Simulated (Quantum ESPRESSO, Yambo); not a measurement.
**A GW run on TiO2 (Rutile) in Yambo, with inputs changed**

A base run on TiO2 (Rutile), then changed inputs.

Main program and level: Yambo 5.3.0; PBE and many-body steps on it, plane waves.

## 1. Set-up

Symmetry: P4_2/mnm, No. 136, tetragonal system. Conventional cell: a = 4.592 Å, b = 4.592 Å, c = 2.957 Å, α = 90.00°, β = 90.00°, γ = 90.00°. Ti has 6 O at 1.95 to 1.98 Å nearest. Nearest to O lie 3 Ti at 1.95 to 1.98 Å. Farther neighbours and most contacts between anions are not listed.

As a file:

```
Ti O
1.0
     4.59220    0.00000    0.00000
     0.00000    4.59220    0.00000
     0.00000    0.00000    2.95740
Ti O
2 4
Direct
  0.00000 0.00000 0.00000
  0.50000 0.50000 0.50000
  0.30496 0.30496 0.00000
  0.19504 0.80496 0.50000
  0.69504 0.69504 0.00000
  0.80496 0.19504 0.50000
```

The cell and positions come from the Crystallography Open Database and are kept as given unless a step says otherwise.

## 2. Base

This step: Yambo 5.3.0; G0W0 on PBE, plane waves, norm-conserving pseudopotentials.

Now the one-shot GW correction: screening in the RPA, then the self-energy of the levels asked for.

gw2.in

```
HF_and_locXC
gw0
dyson
ppa
em1d
rim_cut
RandQpts= 1000000
RandGvec= 1 RL
EXXRLvcs= 76 Ry
VXCRLvcs= 304 Ry
Chimod= "HARTREE"
% BndsRnXp
 1 | 130 |
%
NGsBlkXp= 10 Ry
% LongDrXp
 1 | 1 | 1 |
%
% GbndRnge
 1 | 130 |
%
DysSolver= "n"
ExtendOut
PPAPntXp= 27.21138 eV
% QPkrange
 1 | 1 | 23 | 26 |
%
```

Started as:

```bash
$ OMP_NUM_THREADS=1 mpirun -n 4 yambo -F gw2.in -J gw2 -C gw2 > gw2.log
```

The program printed:

```text
 Yambo, version 5.3.0

 [02] CORE Variables Setup
 =========================

  [... cell, symmetries and grids as in the set-up ...]

  [02.05] Energies & Occupations
  ==============================

  [X] === General ===
  [X] Electronic Temperature                        :  0.000000  0.000000 [eV K]
  [X] Bosonic    Temperature                        :  0.000000  0.000000 [eV K]
  [X] Finite Temperature mode                       : no
  [X] El. density                                   :  0.76964E+24 [cm-3]
  [X] Fermi Level                                   :  9.160422 [eV]

  [X] === Gaps and Widths ===
  [X] Conduction Band Min                           :  1.916629 [eV]
  [X] Valence Band Max                              :  0.000000 [eV]
  [X] Filled Bands                                  :  24
  [X] Empty Bands                                   :   25  284
  [X] Direct Gap                                    :  1.916629 [eV]
  [X] Direct Gap localized at k                     :  1
  [X] Indirect Gap                                  :  1.916629 [eV]
  [X] Indirect Gap between kpts                     :  1  1
  [X] Last valence band width                       :  1.613132 [eV]
  [X] 1st conduction band width                     :  1.090840 [eV]

 [03] Transferred momenta grid and indexing
 ==========================================

 IBZ Q-points                                      :  28
 BZ  Q-points                                      :   96

 K/Q-points units:
 rlu = crystal or reduced units; cc = cartesian coordinates; iku = interal k-units

 Q [ 1]         [rlu]:  0.000000  0.000000  0.000000
 Q [ 2]         [rlu]:  0.000000  0.000000  0.166667
 Q [ 3]         [rlu]:  0.000000  0.000000  0.333333
 Q [ 4]         [rlu]:  0.000000  0.000000 -0.500000
 Q [ 5]         [rlu]:  0.000000  0.250000  0.000000
 Q [ 6]         [rlu]:  0.000000  0.250000  0.166667
 Q [ 7]         [rlu]:  0.000000  0.250000  0.333333
 Q [ 8]         [rlu]:  0.000000  0.250000 -0.500000
 Q [ 9]         [rlu]:  0.000000 -0.500000  0.000000
 Q [10]         [rlu]:  0.000000 -0.500000  0.166667
     [... 16 further rows ...]
 Q [27]         [rlu]: -0.250000  0.250000 -0.333333
 Q [28]         [rlu]: -0.250000  0.250000  0.500000

 [04] Coloumb potential Random Integration (RIM)
 ===============================================

  [04.01] RIM initialization
  ==========================

  * Diagonal components only detected *

  8 x (sBL volume)        :  0.049115 [a.u.]
  sBZ random points       :  1000000
  Points outside the sBZ  :   7992674
  RL volume               :  0.589375 [a.u.]
  Integrated volume       :  0.589915 [a.u.]

  [04.02] RIM integrals
  =====================

  Gamma point sphere radius             :  0.066428 [a.u.]
  Points outside the sphere             :   799783
  [Int_sBZ(q=0) 1/q^2]*(Vol_sBZ)^(-1/3) =:  7.677029
                                 should be <:  7.795600

  Summary of Coulomb integrals for non-metallic bands |Q|[au] RIM/Bare

  Q [1] 0.100000E-4 0.984790 * Q [5] 0.181009 1.043104
  Q [2] 0.187378 1.065409 * Q [25] 0.255985 1.045688
  Q [13] 0.255985 1.045781 * Q [6] 0.260528 1.051772
  Q [26] 0.317237 1.034933 * Q [14] 0.317237 1.036010
  Q [9] 0.362018 1.018051 * Q [3] 0.374757 1.023161
  Q [17] 0.404748 1.016534 * Q [10] 0.407637 1.017887
[...]
Q [28] 0.617677 1.009626 * Q [16] 0.617677 1.008790
  Q [23] 0.634474 1.008620 * Q [12] 0.668620 1.007716
  Q [20] 0.692689 1.007148 * Q [24] 0.760336 1.006109

 [WARNING] [Xp] User bands 1-130 break level degeneracy

 [05] Dipoles
 ============

  [05.01] Setup: observables and procedures
  =========================================

  [WARNING] [x,Vnl] slows the Dipoles computation. To neglect it rename the ns.kb_pp file

 [06] Dynamic Dielectric Matrix (PPA)
 ====================================

 [WR./gw2//ndb.pp]---------------------------------------------------------------
  Brillouin Zone Q/K grids (IBZ/BZ)                :   28   96   28   96
  RL vectors                                       :   6025 [WF]
  Coulomb cutoff potential                         : none
  Electronic Temperature                           :  0.000000 [K]
  Bosonic    Temperature                           :  0.000000 [K]
  PPA    diel. fun.  energies                      : Perdew, Burke & Ernzerhof(X)+Perdew, Burke & Ernzerhof(C)
  wavefunctions                                    : Perdew, Burke & Ernzerhof(X)+Perdew, Burke & Ernzerhof(C)
  Global Gauge                                     : length
  X matrix size                                    :  233
  X band range                                     :    1  130
  X e/h energy range                               : -1.000000 -1.000000 [eV]
  X Time ordering                                  : R
  X Hxc Kernel                                     : HARTREE
  X Drude frequency                                :  0.000000  0.000000
  X poles                                          :  100.0000 [o/o]
  RL vectors in the sum                            :   6025
  [r,Vnl] included                                 : yes
  Field direction                                  :  0.577350E-5  0.577350E-5  0.577350E-5
  BZ energy Double Grid                            : no
  BZ energy DbGd points                            : 0
  BZ Q point size factor                           : -1.000000
  X Optical Averaged directions                    : none

 [07] Local Exchange-Correlation + Non-Local Fock
 ================================================

 [VXC] Plane waves :   37691
 [EXS] Plane waves :   4695

 QP @ state[ 1 ] K range:  1  1
 QP @ state[ 1 ] b range:  23  26

 [xc] Functional : Perdew, Burke & Ernzerhof(X)+Perdew, Burke & Ernzerhof(C)
 [xc] LIBXC used to calculate xc functional
  PP Number of Atomic Species                      :  2
  NLCC RL compoments                               :   37691
  PP Number of Atomic Species                      :  2
  NLCC RL compoments                               :   37691

 [xc] E_xc :  -28.60621 [Ha]
      E_xc :  -57.21243 [Ry]

  Local XC kind (lXC) : Perdew, Burke & Ernzerhof(X)+Perdew, Burke & Ernzerhof(C)
  Non-Local XC kind (nlXC) : Hartree-Fock

  Corrections @ K [1] :  [eV]
 <23|nlXC|23> = -25.15177  0.36887E-17 <23|lXC|23> = -20.67067 -0.37763E-15
 <24|nlXC|24> = -25.10644 -0.22006E-16 <24|lXC|24> = -20.44719  0.94408E-16
 <25|nlXC|25> = -12.15189 -0.11245E-17 <25|lXC|25> = -20.15405  0.000000
 <26|nlXC|26> = -12.10936 -0.75085E-19 <26|lXC|26> = -19.78077  0.000000

 [08] Dyson equation: Newton solver
 ==================================

  [08.01] G0W0 (W PPA)
  ====================

  [  GW  ] Bands range     :    1  130
  [GW/PPA] G damping       :  0.100000 [eV]

  QP @ state[ 1 ] K range:  1  1
  QP @ state[ 1 ] b range:  23  26

   Sc/G bands                                       :    1  130
   Sc/G damping                                     :  0.100000 ev
   Sc bands terminator                              : no
   Sx RL components                                 :   4695

   QP @ state[ 1 ] K range                          :  1  1
   QP @ state[ 1 ] b range                          :  23  26
   GF energies kind                                 : Perdew, Burke & Ernzerhof(X)+Perdew, Burke & Ernzerhof(C)
   GF WF`s kind                                     : Perdew, Burke & Ernzerhof(X)+Perdew, Burke & Ernzerhof(C)
   Xs energies kind                                 : Perdew, Burke & Ernzerhof(X)+Perdew, Burke & Ernzerhof(C)
   Xs WF`s kind                                     : Perdew, Burke & Ernzerhof(X)+Perdew, Burke & Ernzerhof(C)

 [11] Game Over & Game summary
```

Run time: 7.3 min. Hardware: 4 MPI ranks of Arm Neoverse V2, shared host; peak memory 3.2 GiB.

This step gave:

| Property | Result |
| --- | --- |
| G0W0 gap on the points computed | 3.371 eV |
| starting gap on the mesh | 1.917 eV |
| k of the valence top | 0, 0, 0 |
| k of the conduction bottom | 0, 0, 0 |
| least direct G0W0 gap on the computed points | 3.371 eV |
| Z at the valence top | 0.7588 |
| Z at the conduction bottom | 0.7714 |

The gap on the mesh goes from 1.92 eV to 3.37 eV, a correction of +1.45 eV.

## 3. Field direction

gw6.in

```
HF_and_locXC
gw0
dyson
ppa
em1d
rim_cut
RandQpts= 1000000
RandGvec= 1 RL
EXXRLvcs= 76 Ry
VXCRLvcs= 304 Ry
Chimod= "HARTREE"
% BndsRnXp
 1 | 130 |
%
NGsBlkXp= 10 Ry
% LongDrXp
 1 | 0 | 0 |
%
% GbndRnge
 1 | 130 |
%
DysSolver= "n"
ExtendOut
PPAPntXp= 27.21138 eV
% QPkrange
 1 | 1 | 23 | 26 |
%
```

Started as:

```bash
$ OMP_NUM_THREADS=1 mpirun -n 4 yambo -F gw6.in -J gw6 -C gw6 > gw6.log
```

The program printed:

```text
 Yambo, version 5.3.0

 [02] CORE Variables Setup
 =========================

  [... cell, symmetries and grids as in the set-up ...]

  [02.05] Energies & Occupations
  ==============================

  [X] === General ===
  [X] Electronic Temperature                        :  0.000000  0.000000 [eV K]
  [X] Bosonic    Temperature                        :  0.000000  0.000000 [eV K]
  [X] Finite Temperature mode                       : no
  [X] El. density                                   :  0.76964E+24 [cm-3]
  [X] Fermi Level                                   :  9.160422 [eV]

  [X] === Gaps and Widths ===
  [X] Conduction Band Min                           :  1.916629 [eV]
  [X] Valence Band Max                              :  0.000000 [eV]
  [X] Filled Bands                                  :  24
  [X] Empty Bands                                   :   25  284
  [X] Direct Gap                                    :  1.916629 [eV]
  [X] Direct Gap localized at k                     :  1
  [X] Indirect Gap                                  :  1.916629 [eV]
  [X] Indirect Gap between kpts                     :  1  1
  [X] Last valence band width                       :  1.613132 [eV]
  [X] 1st conduction band width                     :  1.090840 [eV]

 [03] Transferred momenta grid and indexing
 ==========================================

 IBZ Q-points                                      :  28
 BZ  Q-points                                      :   96

 K/Q-points units:
 rlu = crystal or reduced units; cc = cartesian coordinates; iku = interal k-units

 Q [ 1]         [rlu]:  0.000000  0.000000  0.000000
 Q [ 2]         [rlu]:  0.000000  0.000000  0.166667
 Q [ 3]         [rlu]:  0.000000  0.000000  0.333333
[...]
================================================

 [VXC] Plane waves :   37691
 [EXS] Plane waves :   4695

 QP @ state[ 1 ] K range:  1  1
 QP @ state[ 1 ] b range:  23  26

 [xc] Functional : Perdew, Burke & Ernzerhof(X)+Perdew, Burke & Ernzerhof(C)
 [xc] LIBXC used to calculate xc functional
  PP Number of Atomic Species                      :  2
  NLCC RL compoments                               :   37691
  PP Number of Atomic Species                      :  2
  NLCC RL compoments                               :   37691

 [xc] E_xc :  -28.60621 [Ha]
      E_xc :  -57.21243 [Ry]

  Local XC kind (lXC) : Perdew, Burke & Ernzerhof(X)+Perdew, Burke & Ernzerhof(C)
  Non-Local XC kind (nlXC) : Hartree-Fock

  Corrections @ K [1] :  [eV]
 <23|nlXC|23> = -25.15177  0.36887E-17 <23|lXC|23> = -20.67067 -0.37763E-15
 <24|nlXC|24> = -25.10644 -0.22006E-16 <24|lXC|24> = -20.44719  0.94408E-16
 <25|nlXC|25> = -12.15189 -0.11245E-17 <25|lXC|25> = -20.15405  0.000000
 <26|nlXC|26> = -12.10936 -0.75085E-19 <26|lXC|26> = -19.78077  0.000000

 [08] Dyson equation: Newton solver
 ==================================

  [08.01] G0W0 (W PPA)
  ====================

  [  GW  ] Bands range     :    1  130
  [GW/PPA] G damping       :  0.100000 [eV]

  QP @ state[ 1 ] K range:  1  1
  QP @ state[ 1 ] b range:  23  26

   Sc/G bands                                       :    1  130
   Sc/G damping                                     :  0.100000 ev
   Sc bands terminator                              : no
   Sx RL components                                 :   4695

   QP @ state[ 1 ] K range                          :  1  1
   QP @ state[ 1 ] b range                          :  23  26
   GF energies kind                                 : Perdew, Burke & Ernzerhof(X)+Perdew, Burke & Ernzerhof(C)
   GF WF`s kind                                     : Perdew, Burke & Ernzerhof(X)+Perdew, Burke & Ernzerhof(C)
   Xs energies kind                                 : Perdew, Burke & Ernzerhof(X)+Perdew, Burke & Ernzerhof(C)
   Xs WF`s kind                                     : Perdew, Burke & Ernzerhof(X)+Perdew, Burke & Ernzerhof(C)

 [11] Game Over & Game summary
```

It took 7.5 min on 4 MPI ranks; peak memory 3.2 GiB; 30 min of CPU time.

This step gave:

```
G0W0 gap on the points computed              : 3.384 eV
starting gap on the mesh                     : 1.917 eV
k of the valence top                         : 0, 0, 0
k of the conduction bottom                   : 0, 0, 0
least direct G0W0 gap on the computed points : 3.384 eV
Z at the valence top                         : 0.7589
Z at the conduction bottom                   : 0.7715
```

Against G0W0 in Yambo (4×4×6 mesh, 130 bands, screening to 136.1 eV, Godby-Needs plasmon pole), the gap moves by +0.013 eV.

## 4. Core charge in Vxc

gw7.in

```
HF_and_locXC
gw0
dyson
ppa
em1d
rim_cut
RandQpts= 1000000
RandGvec= 1 RL
EXXRLvcs= 76 Ry
VXCRLvcs= 304 Ry
Chimod= "HARTREE"
% BndsRnXp
 1 | 130 |
%
NGsBlkXp= 10 Ry
% LongDrXp
 1 | 1 | 1 |
%
% GbndRnge
 1 | 130 |
%
DysSolver= "n"
ExtendOut
PPAPntXp= 27.21138 eV
% QPkrange
 1 | 1 | 23 | 26 |
%
UseNLCC
```

Started as:

```bash
$ OMP_NUM_THREADS=1 mpirun -n 4 yambo -F gw7.in -J gw7,gw2_W -C gw7 > gw7.log
```

The program printed:

```text
 Yambo, version 5.3.0

 [02] CORE Variables Setup
 =========================

  [... cell, symmetries and grids as in the set-up ...]

  [02.05] Energies & Occupations
  ==============================

  [X] === General ===
  [X] Electronic Temperature                        :  0.000000  0.000000 [eV K]
  [X] Bosonic    Temperature                        :  0.000000  0.000000 [eV K]
  [X] Finite Temperature mode                       : no
  [X] El. density                                   :  0.76964E+24 [cm-3]
[...]
Sx RL components                                 :   4695

   QP @ state[ 1 ] K range                          :  1  1
   QP @ state[ 1 ] b range                          :  23  26
   GF energies kind                                 : Perdew, Burke & Ernzerhof(X)+Perdew, Burke & Ernzerhof(C)
   GF WF`s kind                                     : Perdew, Burke & Ernzerhof(X)+Perdew, Burke & Ernzerhof(C)
   Xs energies kind                                 : Perdew, Burke & Ernzerhof(X)+Perdew, Burke & Ernzerhof(C)
   Xs WF`s kind                                     : Perdew, Burke & Ernzerhof(X)+Perdew, Burke & Ernzerhof(C)

 [11] Game Over & Game summary
```

The job ended after 26 s (4 MPI ranks; peak memory 3.1 GiB).

This step gave:

- G0W0 gap on the points computed: 3.309 eV
- starting gap on the mesh: 1.917 eV
- k of the valence top: 0, 0, 0
- k of the conduction bottom: 0, 0, 0
- least direct G0W0 gap on the computed points: 3.309 eV

Against G0W0 in Yambo (4×4×6 mesh, 130 bands, screening to 136.1 eV, Godby-Needs plasmon pole), the gap moves by −0.062 eV.

## 5. One G vector of screening

gw8.in

```
HF_and_locXC
gw0
dyson
ppa
em1d
rim_cut
RandQpts= 1000000
RandGvec= 1 RL
EXXRLvcs= 76 Ry
VXCRLvcs= 304 Ry
Chimod= "HARTREE"
% BndsRnXp
 1 | 130 |
%
NGsBlkXp= 1 RL
% LongDrXp
 1 | 1 | 1 |
%
% GbndRnge
 1 | 130 |
%
DysSolver= "n"
ExtendOut
PPAPntXp= 27.21138 eV
% QPkrange
 1 | 1 | 23 | 26 |
%
```

Started as:

```bash
$ OMP_NUM_THREADS=1 mpirun -n 4 yambo -F gw8.in -J gw8 -C gw8 > gw8.log
```

The program printed:

```text
 Yambo, version 5.3.0

 [02] CORE Variables Setup
 =========================

  [... cell, symmetries and grids as in the set-up ...]

  [02.05] Energies & Occupations
  ==============================

  [X] === General ===
  [X] Electronic Temperature                        :  0.000000  0.000000 [eV K]
  [X] Bosonic    Temperature                        :  0.000000  0.000000 [eV K]
  [X] Finite Temperature mode                       : no
  [X] El. density                                   :  0.76964E+24 [cm-3]
  [X] Fermi Level                                   :  9.160422 [eV]

  [X] === Gaps and Widths ===
  [X] Conduction Band Min                           :  1.916629 [eV]
  [X] Valence Band Max                              :  0.000000 [eV]
  [X] Filled Bands                                  :  24
  [X] Empty Bands                                   :   25  284
  [X] Direct Gap                                    :  1.916629 [eV]
  [X] Direct Gap localized at k                     :  1
  [X] Indirect Gap                                  :  1.916629 [eV]
  [X] Indirect Gap between kpts                     :  1  1
  [X] Last valence band width                       :  1.613132 [eV]
  [X] 1st conduction band width                     :  1.090840 [eV]

 [03] Transferred momenta grid and indexing
 ==========================================

 IBZ Q-points                                      :  28
 BZ  Q-points                                      :   96

 K/Q-points units:
 rlu = crystal or reduced units; cc = cartesian coordinates; iku = interal k-units

 Q [ 1]         [rlu]:  0.000000  0.000000  0.000000
 Q [ 2]         [rlu]:  0.000000  0.000000  0.166667
 Q [ 3]         [rlu]:  0.000000  0.000000  0.333333
[...]
================================================

 [VXC] Plane waves :   37691
 [EXS] Plane waves :   4695

 QP @ state[ 1 ] K range:  1  1
 QP @ state[ 1 ] b range:  23  26

 [xc] Functional : Perdew, Burke & Ernzerhof(X)+Perdew, Burke & Ernzerhof(C)
 [xc] LIBXC used to calculate xc functional
  PP Number of Atomic Species                      :  2
  NLCC RL compoments                               :   37691
  PP Number of Atomic Species                      :  2
  NLCC RL compoments                               :   37691

 [xc] E_xc :  -28.60621 [Ha]
      E_xc :  -57.21243 [Ry]

  Local XC kind (lXC) : Perdew, Burke & Ernzerhof(X)+Perdew, Burke & Ernzerhof(C)
  Non-Local XC kind (nlXC) : Hartree-Fock

  Corrections @ K [1] :  [eV]
 <23|nlXC|23> = -25.15177  0.36887E-17 <23|lXC|23> = -20.67067 -0.37763E-15
 <24|nlXC|24> = -25.10644 -0.22006E-16 <24|lXC|24> = -20.44719  0.94408E-16
 <25|nlXC|25> = -12.15189 -0.11245E-17 <25|lXC|25> = -20.15405  0.000000
 <26|nlXC|26> = -12.10936 -0.75085E-19 <26|lXC|26> = -19.78077  0.000000

 [08] Dyson equation: Newton solver
 ==================================

  [08.01] G0W0 (W PPA)
  ====================

  [  GW  ] Bands range     :    1  130
  [GW/PPA] G damping       :  0.100000 [eV]

  QP @ state[ 1 ] K range:  1  1
  QP @ state[ 1 ] b range:  23  26

   Sc/G bands                                       :    1  130
   Sc/G damping                                     :  0.100000 ev
   Sc bands terminator                              : no
   Sx RL components                                 :   4695

   QP @ state[ 1 ] K range                          :  1  1
   QP @ state[ 1 ] b range                          :  23  26
   GF energies kind                                 : Perdew, Burke & Ernzerhof(X)+Perdew, Burke & Ernzerhof(C)
   GF WF`s kind                                     : Perdew, Burke & Ernzerhof(X)+Perdew, Burke & Ernzerhof(C)
   Xs energies kind                                 : Perdew, Burke & Ernzerhof(X)+Perdew, Burke & Ernzerhof(C)
   Xs WF`s kind                                     : Perdew, Burke & Ernzerhof(X)+Perdew, Burke & Ernzerhof(C)

 [11] Game Over & Game summary
```

Wall time 4.9 min (4 MPI ranks); peak memory 3.2 GiB.

The run ended normally, though the input holds a fault or crude settings.

The fault put into this input: one G vector of screening. It printed a gap of 8.10 eV, an artefact of the input.

## 6. Side by side

Times are wall times on 4 MPI ranks of Arm Neoverse V2, shared host, good to a factor of about two.

```csv
run,mesh,bands,screening cutoff (eV),DFT gap (eV),gap on the mesh (eV),direct (eV),time
base,4×4×6,130,136.1,1.917,3.371,3.371,7.3 min
field direction,4×4×6,130,136.1,1.917,3.384,3.384,7.5 min
core charge in Vxc,4×4×6,130,136.1,1.917,3.309,3.309,26 s
```

## 7. Summary of results

```json
{
  "base": "3.371 eV",
  "field direction": "3.384 eV",
  "core charge in Vxc": "3.309 eV",
  "known limits": "not at the basis limit"
}
```

Field direction: +0.013 eV against base (keys changed: LongDrXp). Core charge in Vxc: −0.062 eV against base (keys changed: UseNLCC). Bands and cutoff are finite, so the gap is not at the basis limit. The miss can reach some tenths of an eV and take either sign; the mesh is an error of its own. In the G0W0 runs levels were corrected at 1 k point alone, so a gap called «on the mesh» is the least over those, and an edge elsewhere would be missed.

[Paths, hosts, dates, memory and timing lines, banners, echoed tables and standing remarks are left out of the program output.]

[Logs are printed without paths, hosts, clocks, repeated set-up lines and the standing remarks that a program may print on its own settings, such as how far it seeks lower states.]

[Runs of the session that timed out or met a known fault of the program may be left out.]

[Hosts, paths, dates, database ids (printed as entryN), source tags and the programs' standing remarks are cut or masked in the printed files.]
